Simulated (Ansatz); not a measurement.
# H on Pt(111): change of the work function, part 3 of 4

Aim: the work function of Pt(111) at several coverages of H (fcc site), and the dipole that each adsorbate carries.

Ansatz 0.2.0; plane-wave DFT, PBE, Ansatz PAW.

So far, work function, upper face (eV): step 2 (the clean slab) 5.70; step 3 (37 atoms, coverage 0.111 ML, cell 3x3) 5.65.

## Step 4: The covered slab, k-mesh 6×6×1, coverage 0.25 ML

System of this step: HPt16 (H/Pt(111)). The cell holds 17 atoms: 16 Pt and 1 H. Its edges and angles: a = 5.544 Å, b = 5.544 Å, c = 25.536 Å, α = 90.0°, β = 90.0°, γ = 60.0°. Vacuum lies along c.

Another coverage, to see how the dipoles act on each other as their distance changes.

Contents of input.yaml:

```yaml
crystal:
  lattice:
    - [5.5437171645, 1.0e-10, 0.0]
    - [2.7718585822, 4.8009998959, 0.0]
    - [0.0, 0.0, 25.5361101358]
  atoms:
    - { symbol: Pt, position: [0.0, 0.0, 0.352442089] }
    - { symbol: Pt, position: [0.1666666667, 0.1666666667, 0.4410700375] }
    - { symbol: Pt, position: [0.3333333333, 0.3333333333, 0.5314032754] }
    - { symbol: Pt, position: [0.0, 0.0, 0.6228628172] }
    - { symbol: Pt, position: [0.0, 0.5, 0.352442089] }
    - { symbol: Pt, position: [0.1666666667, 0.6666666667, 0.4410700375] }
    - { symbol: Pt, position: [0.3333333333, 0.8333333333, 0.5314032754] }
    - { symbol: Pt, position: [0.0, 0.5, 0.6228628172] }
    - { symbol: Pt, position: [0.5, 0.0, 0.352442089] }
    - { symbol: Pt, position: [0.6666666667, 0.1666666667, 0.4410700375] }
    - { symbol: Pt, position: [0.8333333333, 0.3333333333, 0.5314032754] }
    - { symbol: Pt, position: [0.5, 0.0, 0.6228628172] }
    - { symbol: Pt, position: [0.5, 0.5, 0.352442089] }
    - { symbol: Pt, position: [0.6666666667, 0.6666666667, 0.4410700375] }
    - { symbol: Pt, position: [0.8333333333, 0.8333333333, 0.5314032754] }
    - { symbol: Pt, position: [0.5, 0.5, 0.6228628172] }
    - { symbol: H, position: [0.1666666667, 0.1666666667, 0.647557911] }
kpoints:
  mp_grid: { grid: [6, 6, 1] }
hamiltonian:
  xc: pbe
scf:
  occupations: { method: fermi_dirac, width: 0.1 }
  convergence: { dr2_threshold: 1.0e-08 }
efield:
  axis: 3
  dipole_correction: true
  ramp_position: 0.97
  ramp_width: 0.06
relax:
  f_tol: 0.02
  max_steps: 60
  constraints: [{ sites: [0, 1, 4, 5, 8, 9, 12, 13] }]
output:
  dos: { projected: true, e_range: [-8, 4] }
  write_potential: true
  write_density: true
  volumetric_format: npy
  elf: true
```

On the command line:

```
$ ansatz run input.yaml --threads 4 --pin off --max-ram 16384MiB --backend cpu --events-out ev --progress --plain --runs-dir out
```

Standard output:

```text
[...]
Crystal: 17 atoms, lattice volume = 679.653 Å³
Basis set: ecut = 420 eV, 13309 PW (Γ), exchange–correlation on 80×80×360 points (8 copies of the dense FFT grid, shifted against one another)
Bands: 174, of which v1, the nominal top of the filled ones, is band 145 counted from 1 (144 counted from 0)
Symmetry: 6 space group operations
[...]
k-points: 7 of 36 (time reversal used)
[...]
SCF iter   1: F=—  HF=-200380.114220 eV  |F-HF|=—  |Δ(HF+E_count)|=         —  Δρ=7.52e-3  dr2=6.40e0  ethr=1.77e-3  p=-0.025 e·Å  D=-6.75e-3 V/Å  ΔV_dip=0.17 eV  dr2_dipole=2.59e0  V_vac-E_F(+/−)=5.35/5.18 eV  ⟨swp⟩=7.3  Hψ=5102  notcnv=0  defer=41
[...]
SCF iter  12: F=-200380.058396 eV  HF=-200380.058396 eV  |F-HF|=8.12e-9  |Δ(HF+E_count)|=   2.78e-8  Δρ=5.30e-7  dr2=6.31e-9  ethr=3.46e-12  p=0.010 e·Å  D=2.71e-3 V/Å  ΔV_dip=-0.07 eV  dr2_dipole=4.49e-10  V_vac-E_F(+/−)=5.58/5.65 eV  ⟨swp⟩=15.4  Hψ=9024  notcnv=0
SCF 1 converged in 12 iterations: F = -200380.058396 eV  dr2 = 6.31e-9
[...]
relax step   1: F+E_penalty+E_count = -200380.05839642 eV  Δ(F+E_penalty+E_count) = +0.000e0 eV  max|allowed force component| = 1.531e0 eV/Å  Δτ_max = 0.0000 Å  (12 SCF iters, accepted)
[...]
SCF iter  12: F=-200380.269984 eV  HF=-200380.269984 eV  |F-HF|=9.05e-9  |Δ(HF+E_count)|=   1.78e-8  Δρ=4.48e-7  dr2=2.88e-9  ethr=3.46e-12  p=0.008 e·Å  D=2.01e-3 V/Å  ΔV_dip=-0.05 eV  dr2_dipole=6.98e-11  V_vac-E_F(+/−)=5.60/5.65 eV  ⟨swp⟩=14.7  Hψ=8364  notcnv=0
SCF 2 converged in 12 iterations: F = -200380.269984 eV  dr2 = 2.88e-9
relax step   2: F+E_penalty+E_count = -200380.26998356 eV  Δ(F+E_penalty+E_count) = -2.116e-1 eV  max|allowed force component| = 5.515e-1 eV/Å  Δτ_max = 0.1948 Å  (12 SCF iters, accepted)
SCF iter   1: F=—  HF=-200380.322880 eV  |F-HF|=—  |Δ(HF+E_count)|=         —  Δρ=1.99e-3  dr2=3.45e-2  ethr=5.67e-5  p=0.008 e·Å  D=2.01e-3 V/Å  ΔV_dip=-0.05 eV  dr2_dipole=8.89e-3  V_vac-E_F(+/−)=5.60/5.65 eV  ⟨swp⟩=3.1  Hψ=2850  notcnv=0  defer=87
[...]
SCF iter  10: F=-200380.321974 eV  HF=-200380.321974 eV  |F-HF|=7.48e-9  |Δ(HF+E_count)|=   1.87e-8  Δρ=3.26e-7  dr2=1.95e-9  ethr=3.46e-12  p=0.010 e·Å  D=2.63e-3 V/Å  ΔV_dip=-0.07 eV  dr2_dipole=1.41e-10  V_vac-E_F(+/−)=5.59/5.65 eV  ⟨swp⟩=15.0  Hψ=8723  notcnv=0
SCF 3 converged in 10 iterations: F = -200380.321974 eV  dr2 = 1.95e-9
relax step   3: F+E_penalty+E_count = -200380.32197374 eV  Δ(F+E_penalty+E_count) = -5.199e-2 eV  max|allowed force component| = 1.441e-1 eV/Å  Δτ_max = 0.0965 Å  (10 SCF iters, accepted)
[...]
relax step   4: F+E_penalty+E_count = -200380.32487607 eV  Δ(F+E_penalty+E_count) = -2.902e-3 eV  max|allowed force component| = 3.683e-2 eV/Å  Δτ_max = 0.0234 Å  (9 SCF iters, accepted)
SCF iter   1: F=—  HF=-200380.324661 eV  |F-HF|=—  |Δ(HF+E_count)|=         —  Δρ=1.17e-4  dr2=9.00e-5  ethr=6.91e-8  p=0.010 e·Å  D=2.67e-3 V/Å  ΔV_dip=-0.07 eV  dr2_dipole=2.07e-5  V_vac-E_F(+/−)=5.59/5.65 eV  ⟨swp⟩=3.1  Hψ=2559  notcnv=0
[...]
SCF iter   7: F=-200380.324955 eV  HF=-200380.324955 eV  |F-HF|=9.52e-9  |Δ(HF+E_count)|=   2.60e-8  Δρ=5.11e-7  dr2=4.97e-9  ethr=3.46e-12  p=0.010 e·Å  D=2.67e-3 V/Å  ΔV_dip=-0.07 eV  dr2_dipole=2.19e-10  V_vac-E_F(+/−)=5.59/5.65 eV  ⟨swp⟩=10.9  Hψ=8264  notcnv=0
SCF 5 converged in 7 iterations: F = -200380.324955 eV  dr2 = 4.97e-9
relax step   5: F+E_penalty+E_count = -200380.32495496 eV  Δ(F+E_penalty+E_count) = -7.889e-5 eV  max|allowed force component| = 6.995e-4 eV/Å  Δτ_max = 0.0034 Å  (7 SCF iters, accepted)
[...]
SCF converged after 7 iterations
Free energy (F): -200380.324955 eV
[...]
Internal energy: -200379.482671 eV  (E = F + TS)
E sigma→0 (E₀):  -200379.903813 eV
Entropy (-TS):   -0.842284 eV (-49.546 meV/atom)
Fermi energy:    4.673760 eV
Dipole field:    D = 0.002663 V/Å  (p = 0.010001 e·Å, saw-weighted, corrected)
Work function:   Φ+ = 5.5852 eV   Φ− = 5.6532 eV
[...]
--- Forces (eV/Å), atoms counted from 1 ---
  atom   1  Pt     0.01195543     0.00690247    -0.46521792
  atom   2  Pt    -0.00000000    -0.00000000     0.54286948
  atom   3  Pt    -0.00060575    -0.00034973     0.00031205
  atom   4  Pt     0.00018495     0.00010678    -0.00022976
  atom   5  Pt     0.00000000    -0.01380494    -0.46521792
  atom   6  Pt    -0.00672450     0.00388239     0.45960949
  atom   7  Pt    -0.00000000     0.00069945     0.00031205
  atom   8  Pt     0.00000000    -0.00021356    -0.00022976
  atom   9  Pt    -0.01195543     0.00690247    -0.46521792
  atom  10  Pt     0.00000000    -0.00776478     0.45960949
  atom  11  Pt     0.00060575    -0.00034973     0.00031205
  atom  12  Pt    -0.00018495     0.00010678    -0.00022976
  atom  13  Pt    -0.00000000    -0.00000000    -0.52616437
  atom  14  Pt     0.00672450     0.00388239     0.45960949
  atom  15  Pt    -0.00000000    -0.00000000     0.00025776
  atom  16  Pt    -0.00000000    -0.00000000    -0.00030393
  atom  17  H      0.00000000     0.00000000    -0.00007292
  max |Σ_I F_I| component: 7.60e-6 eV/Å
--- Band table (eV; the first three rows and the last of 7) ---
  k-point 0: bands = [... 141 lower, 5.0134, 5.0134, 5.1883, 5.1888, 5.1888, 5.2688, 5.2688, 5.2689, ... 25 higher]
  k-point 1: bands = [... 141 lower, 4.7562, 4.7673, 4.7881, 4.8944, 4.9271, 4.9833, 4.9948, 5.0020, ... 25 higher]
  k-point 2: bands = [... 141 lower, 4.2938, 4.3174, 4.6376, 4.6529, 4.6545, 4.7146, 4.9608, 4.9698, ... 25 higher]
  k-point 6: bands = [... 141 lower, 4.2465, 4.2640, 4.2644, 4.3257, 4.3530, 4.3734, 4.3935, 4.3992, ... 25 higher]
--- Relaxed structure (5 steps of the walk, 5 accepted, 0 SCFs on fresh bases) ---
  F+E_penalty+E_count = -200380.32495496 eV   max|allowed force component| = 6.995e-4 eV/Å
  atoms:
    - { symbol: Pt, position: [-1.795949e-17, -1.795949e-17, 0.352442] }
    - { symbol: Pt, position: [0.166667, 0.166667, 0.441070] }
    - { symbol: Pt, position: [0.332935, 0.332935, 0.531556] }
    - { symbol: Pt, position: [-0.00307354, -0.00307354, 0.624882] }
    - { symbol: Pt, position: [8.326673e-17, 0.500000, 0.352442] }
    - { symbol: Pt, position: [0.166667, 0.666667, 0.441070] }
    - { symbol: Pt, position: [0.332935, 0.834130, 0.531556] }
    - { symbol: Pt, position: [-0.00307354, 0.506147, 0.624882] }
    - { symbol: Pt, position: [0.5, -1.795949e-17, 0.352442] }
    - { symbol: Pt, position: [0.666667, 0.166667, 0.441070] }
    - { symbol: Pt, position: [0.834130, 0.332935, 0.531556] }
    - { symbol: Pt, position: [0.506147, -0.00307354, 0.624882] }
    - { symbol: Pt, position: [0.5, 0.500000, 0.352442] }
    - { symbol: Pt, position: [0.666667, 0.666667, 0.441070] }
    - { symbol: Pt, position: [0.833333, 0.833333, 0.532177] }
    - { symbol: Pt, position: [0.5, 0.500000, 0.622219] }
    - { symbol: H, position: [0.166667, 0.166667, 0.659871] }
```

The job ended after 1.9 min (4 threads of Arm Neoverse V2, shared host; peak memory 2.8 GiB; 7.5 min of CPU time).

Step by step:

| step | energy less that of the first step (eV) | largest force component (eV/Å) |
| --- | --- | --- |
| 1 | 0.0000 | 1.5311 |
| 2 | -0.2116 | 0.5515 |
| 3 | -0.2636 | 0.1441 |
| 4 | -0.2665 | 0.0368 |
| 5 | -0.2666 | 0.0007 |

The run keeps the 6 symmetry operations that the program found, so distortions that break them were not tested.

The atoms that moved most (Å):

| atom | dx | dy | dz | length |
| --- | --- | --- | --- | --- |
| H17 | 0.000 | 0.000 | 0.314 | 0.314 |
| Pt4 | -0.026 | -0.015 | 0.052 | 0.059 |
| Pt12 | 0.026 | -0.015 | 0.052 | 0.059 |
| Pt8 | 0.000 | 0.030 | 0.052 | 0.059 |
| Pt15 | 0.000 | 0.000 | 0.020 | 0.020 |
| Pt16 | 0.000 | 0.000 | -0.016 | 0.016 |
| Pt11 | 0.003 | -0.002 | 0.004 | 0.005 |
| Pt7 | 0.000 | 0.004 | 0.004 | 0.005 |

Final coordinates:

```
Pt H
1.0
     5.54372    0.00000    0.00000
     2.77186    4.80100    0.00000
     0.00000    0.00000   25.53611
Pt H
16 1
Direct
  0.00000 0.00000 0.35244
  0.16667 0.16667 0.44107
  0.33294 0.33294 0.53156
  0.99693 0.99693 0.62488
  0.00000 0.50000 0.35244
  0.16667 0.66667 0.44107
  0.33294 0.83413 0.53156
  0.99693 0.50615 0.62488
  0.50000 0.00000 0.35244
  0.66667 0.16667 0.44107
  0.83413 0.33294 0.53156
  0.50615 0.99693 0.62488
  0.50000 0.50000 0.35244
  0.66667 0.66667 0.44107
  0.83333 0.83333 0.53218
  0.50000 0.50000 0.62222
  0.16667 0.16667 0.65987
```

This step gave:

- energy at zero smearing: -200379.9038 eV
- work function, upper face: 5.585 eV
- work function, lower face: 5.653 eV
- dipole along the normal: 0.01000 e·Å
- step between the vacuum levels: -0.06800 eV

The density of states has structure finer than the step of the table below, so its rows give means over 0.25 eV. Peaks (eV: height): -3.220: 56.6, -3.130: 56.3, -3.010: 50.5, -2.200: 58.6, -2.050: 40.5, -0.390: 44.0, 0.060: 57.0.

The density of states by energy, zero at the Fermi level; means over each step:

energy (eV), density of states (states/eV a cell) and a bar:
```
    -7.75        2.9 
    -7.50        3.0 
    -7.25        3.0 
    -7.00        6.4 ###
    -6.75        7.4 ####
    -6.50       10.5 #######
    -6.25       15.2 ###########
    -6.00       16.6 ############
    -5.75       24.7 ###################
    -5.50       21.1 ################
    -5.25       17.2 ############
    -5.00       15.9 ###########
    -4.75       18.3 #############
    -4.50       18.1 #############
    -4.25       24.6 ###################
    -4.00       21.6 ################
    -3.75       24.9 ###################
    -3.50       28.2 ######################
    -3.25       37.4 ##############################
    -3.00       35.8 #############################
    -2.75       22.3 #################
    -2.50       15.3 ###########
    -2.25       27.6 ######################
    -2.00       26.7 #####################
    -1.75       19.3 ##############
    -1.50       22.9 #################
    -1.25       28.3 ######################
    -1.00       28.0 ######################
    -0.75       22.5 #################
    -0.50       25.2 ###################
    -0.25       30.8 ########################
     0.00       30.0 ########################
     0.25       18.2 #############
     0.50        9.4 ######
     0.75        7.6 ####
     1.00        3.7 #
     1.25        3.7 #
     1.50        5.3 ##
     1.75        8.3 #####
```

Projected DOS per atom over height of the atomic layer and energy from the Fermi level. Layers: Pt4 Pt4 Pt4 Pt4 H from below.

Values in states/eV, 22 rows by 5 columns, each cell a mean:
```
0.36 0.31 0.34 0.34 0.12
0.20 0.16 0.18 0.20 0.12
0.37 0.31 0.31 0.34 0.09
0.79 0.69 0.71 0.71 0.08
1.68 2.09 1.94 1.32 0.05
1.75 1.37 1.40 1.76 0.04
1.82 1.33 1.36 1.96 0.04
1.78 1.13 1.28 1.78 0.04
1.68 1.01 1.30 1.78 0.05
1.48 1.04 1.09 1.49 0.07
2.06 1.29 1.32 1.78 0.08
2.42 1.98 1.93 2.37 0.12
1.58 1.71 1.65 1.60 0.10
1.01 1.48 1.68 1.27 0.12
1.06 1.11 1.29 1.12 0.07
0.90 1.05 1.13 0.98 0.09
1.10 1.65 1.51 1.02 0.06
0.89 1.64 1.34 0.72 0.05
0.54 1.23 1.03 0.37 0.07
0.31 0.58 0.46 0.17 0.11
0.12 0.17 0.23 0.16 0.29
0.08 0.19 0.15 0.29 0.53
```
Columns: height of the atomic layer (Å) from 9 to 16.9 (not evenly spaced); rows upwards: energy from the Fermi level (eV) from -7.96 to 1.95.

Valence density in the ca plane at fractional y = 0.167, with atoms of Pt and H within 0.2 Å of it. It is the smooth field of the valence electrons, not physical close to the nuclei.

Values in units of 1e0 e/Å³, 8 rows by 16 columns, each cell a mean:
```
1.5 0.7 0.4 0.4 0.6 1.6 0.4 1.4 0.5 0.0 0.0 0.0 0.0 0.0 0.0 0.0
0.6 0.4 2.1 2.0 0.4 0.7 0.3 0.6 0.3 0.0 0.0 0.0 0.0 0.0 0.0 0.0
0.3 0.3 6.1 5.9 0.3 0.3 0.2 0.3 0.2 0.0 0.0 0.0 0.0 0.0 0.0 0.0
0.6 0.4 2.4 2.3 0.4 0.6 0.2 0.6 0.3 0.0 0.0 0.0 0.0 0.0 0.0 0.0
1.5 0.7 0.4 0.4 0.6 1.6 0.4 1.4 0.5 0.0 0.0 0.0 0.0 0.0 0.0 0.0
0.6 0.4 2.1 2.0 0.4 0.7 0.2 0.6 0.4 0.1 0.0 0.0 0.0 0.0 0.0 0.0
0.3 0.3 6.1 5.9 0.3 0.3 0.1 0.3 0.8 0.1 0.0 0.0 0.0 0.0 0.0 0.0
0.6 0.4 2.4 2.3 0.4 0.6 0.2 0.6 0.5 0.1 0.0 0.0 0.0 0.0 0.0 0.0
```
Columns run along c (16.0 Å, from fractional 0.33 to 0.96 of the cell), rows up along a (5.5 Å). Atoms in or near the plane, at fractional coordinates: Pt at (0.44, 0.17), Pt at (0.44, 0.67), H at (0.66, 0.17).

ELF in the ca plane at fractional y = 0.167, with atoms of Pt and H within 0.2 Å of it. It is the smooth field of the valence electrons, not physical close to the nuclei.

Values, 8 rows by 16 columns, each cell a mean:
```
0.39 0.29 0.24 0.25 0.29 0.40 0.25 0.38 0.31 0.12 0.01 0.00 0.00 0.00 0.00 0.00
0.30 0.25 0.41 0.41 0.26 0.29 0.21 0.29 0.27 0.10 0.01 0.00 0.00 0.00 0.00 0.00
0.26 0.24 0.57 0.56 0.24 0.23 0.14 0.26 0.24 0.08 0.01 0.00 0.00 0.00 0.00 0.00
0.30 0.25 0.42 0.42 0.25 0.28 0.20 0.29 0.27 0.10 0.01 0.00 0.00 0.00 0.00 0.00
0.39 0.29 0.24 0.25 0.29 0.40 0.25 0.38 0.31 0.12 0.01 0.00 0.00 0.00 0.00 0.00
0.30 0.25 0.41 0.41 0.26 0.30 0.20 0.27 0.45 0.26 0.02 0.00 0.00 0.00 0.00 0.00
0.26 0.24 0.57 0.56 0.24 0.23 0.14 0.26 0.89 0.55 0.03 0.00 0.00 0.00 0.00 0.00
0.30 0.25 0.42 0.42 0.25 0.28 0.20 0.27 0.48 0.28 0.02 0.00 0.00 0.00 0.00 0.00
```
Columns run along c (16.0 Å, from fractional 0.33 to 0.96 of the cell), rows up along a (5.5 Å). Atoms in or near the plane, at fractional coordinates: Pt at (0.44, 0.17), Pt at (0.44, 0.67), H at (0.66, 0.17).

Electrostatic potential energy in the ca plane at fractional y = 0.167, with atoms of Pt and H within 0.2 Å of it. With pseudopotentials it is smooth inside the atoms' cores, unlike the true potential.

Ten even steps from '0' (-46 eV) to '9' (10 eV), each cell a mean:
```
64468988889985347887446899999999999999999999
64468988889985347887446899999999999999999999
86688864358987678998767999999999999999999999
98889720015898889999889999999999999999999999
99998600003899999999999999999999999999999999
99898710004899899999989999999999999999999999
87788851137888788998778999999999999999999999
75578987778986458987557899999999999999999999
63368998889975347887436899999999999999999999
75578987678986458987657899999999999999999999
88788841037888788998878899999999999999999999
99998710004899899999987469999999999999999999
99998600003899999999986159999999999999999999
98888720015898889999888789999999999999999999
76678874358987678998767899999999999999999999
```
Columns run along c (16.0 Å, from fractional 0.33 to 0.96 of the cell; values clipped at the 3rd and 97th percentile), rows up along a (5.5 Å). Atoms in or near the plane, at fractional coordinates: Pt at (0.44, 0.17), Pt at (0.44, 0.67), H at (0.66, 0.17).

The relaxation took 5 steps and lowered the energy by 0.27 eV; the largest force on the free atoms ends at 7.0e-4 eV/Å.

By hand: a sheet of dipoles makes a step −p/(ε₀A) in the electron's potential. With e/ε₀ = 180.95 V·Å, p = 0.01000 e·Å and A = 26.62 Å², that is −180.95 × (0.01000) / 26.62 = -0.068 eV, and the two vacuum levels of the run differ by -0.068 eV.

The covered face has 5.59 eV, -0.12 eV against the clean one; the bare back face has moved by -0.02 eV, a measure of how thin the slab is.

## Step 5: The covered slab, k-mesh 6×6×1, coverage 0.5 ML

System of this step: HPt8 (H/Pt(111)). The cell holds 18 atoms: 16 Pt and 2 H. Its edges and angles: a = 5.544 Å, b = 5.544 Å, c = 25.536 Å, α = 90.0°, β = 90.0°, γ = 60.0°. Vacuum lies along c.

Another coverage, to see how the dipoles act on each other as their distance changes.

input.yaml, as its differences from that of step 4:

```diff
@@ -23,2 +23,3 @@
     - { symbol: H, position: [0.1666666667, 0.1666666667, 0.647557911] }
+    - { symbol: H, position: [0.6666666667, 0.1666666667, 0.647557911] }
 kpoints:
```

Standard output:

```text
[...]
Crystal: 18 atoms, lattice volume = 679.653 Å³
Basis set: ecut = 420 eV, 13309 PW (Γ), exchange–correlation on 80×80×360 points (8 copies of the dense FFT grid, shifted against one another)
Bands: 174, of which v1, the nominal top of the filled ones, is band 145 counted from 1 (144 counted from 0)
Symmetry: 4 space group operations
[...]
- { symbol: Pt, position: [0.5, 0.500000, 0.352442089] }
    - { symbol: Pt, position: [0.666667, 0.666667, 0.441070] }
    - { symbol: Pt, position: [0.833379, 0.833242, 0.532381] }
    - { symbol: Pt, position: [0.499133, 0.501735, 0.623919] }
    - { symbol: H, position: [0.165050, 0.169900, 0.661308] }
    - { symbol: H, position: [0.665050, 0.169900, 0.661308] }
[key lines of the parts left out:]
SCF converged after 10 iterations
Free energy (F): -200396.545746 eV
Fermi energy:    4.756495 eV
Dipole field:    D = 0.008153 V/Å  (p = 0.030622 e·Å, saw-weighted, corrected)
Work function:   Φ+ = 5.4484 eV   Φ− = 5.6566 eV
```

Elapsed: 3.4 min, on 4 threads; peak memory 3.2 GiB; 13 min of CPU time.

Step by step:

| step | energy less that of the first step (eV) | largest force component (eV/Å) |
| --- | --- | --- |
| 1 | 0.0000 | 1.5567 |
| 2 | -0.4105 | 0.6149 |
| 3 | -0.5205 | 0.1805 |
| 4 | -0.5255 | 0.0099 |

Forces are held to the 4 operations that the program found; a distortion that breaks them can't arise in this run.

The atoms that moved most (Å):

| atom | dx | dy | dz | length |
| --- | --- | --- | --- | --- |
| H18 | 0.000 | 0.016 | 0.351 | 0.351 |
| H17 | 0.000 | 0.016 | 0.351 | 0.351 |
| Pt4 | 0.000 | -0.048 | 0.096 | 0.107 |
| Pt12 | 0.000 | -0.048 | 0.096 | 0.107 |
| Pt8 | 0.000 | 0.008 | 0.027 | 0.028 |
| Pt16 | 0.000 | 0.008 | 0.027 | 0.028 |
| Pt7 | 0.000 | 0.000 | 0.025 | 0.025 |
| Pt15 | 0.000 | 0.000 | 0.025 | 0.025 |

Final coordinates:

```xyz
18
Lattice="5.5437 0.0000 0.0000 2.7719 4.8010 0.0000 0.0000 0.0000 25.5361" Properties=species:S:1:pos:R:3
Pt    0.0000    0.0000    9.0000
Pt    1.3859    0.8002   11.2632
Pt    2.7719    1.5927   13.5744
Pt    0.0000   -0.0475   16.0016
Pt    1.3859    2.4005    9.0000
Pt    2.7719    3.2007   11.2632
Pt    4.1578    4.0004   13.5949
Pt    1.3859    2.4088   15.9325
Pt    2.7719    0.0000    9.0000
Pt    4.1578    0.8002   11.2632
Pt    5.5437    1.5927   13.5744
Pt    2.7719   -0.0475   16.0016
Pt    4.1578    2.4005    9.0000
Pt    5.5437    3.2007   11.2632
Pt    6.9296    4.0004   13.5949
Pt    4.1578    2.4088   15.9325
H     1.3859    0.8157   16.8872
H     4.1578    0.8157   16.8872
```

(Part 3 of 4 ends here.)

[Long decimals in the printed logs are rounded to 6 places.]

[Logs are printed without paths, hosts, clocks, repeated set-up lines and the standing remarks that a program may print on its own settings, such as how far it seeks lower states.]

[Hosts, paths, dates, database ids (printed as entryN), source tags and the programs' standing remarks are cut or masked in the printed files.]

[Maps of the electrostatic potential energy from Ansatz leave out the sawtooth potential of an applied field or a dipole correction, so their vacuum need not be flat; planar profiles and work functions include it.]

[The density of states shown here was stored with 400 of the rows of the run's finer table, so its peaks can read low, often by over a quarter, or be missed, and its means over a window can be off by a tenth or more.]
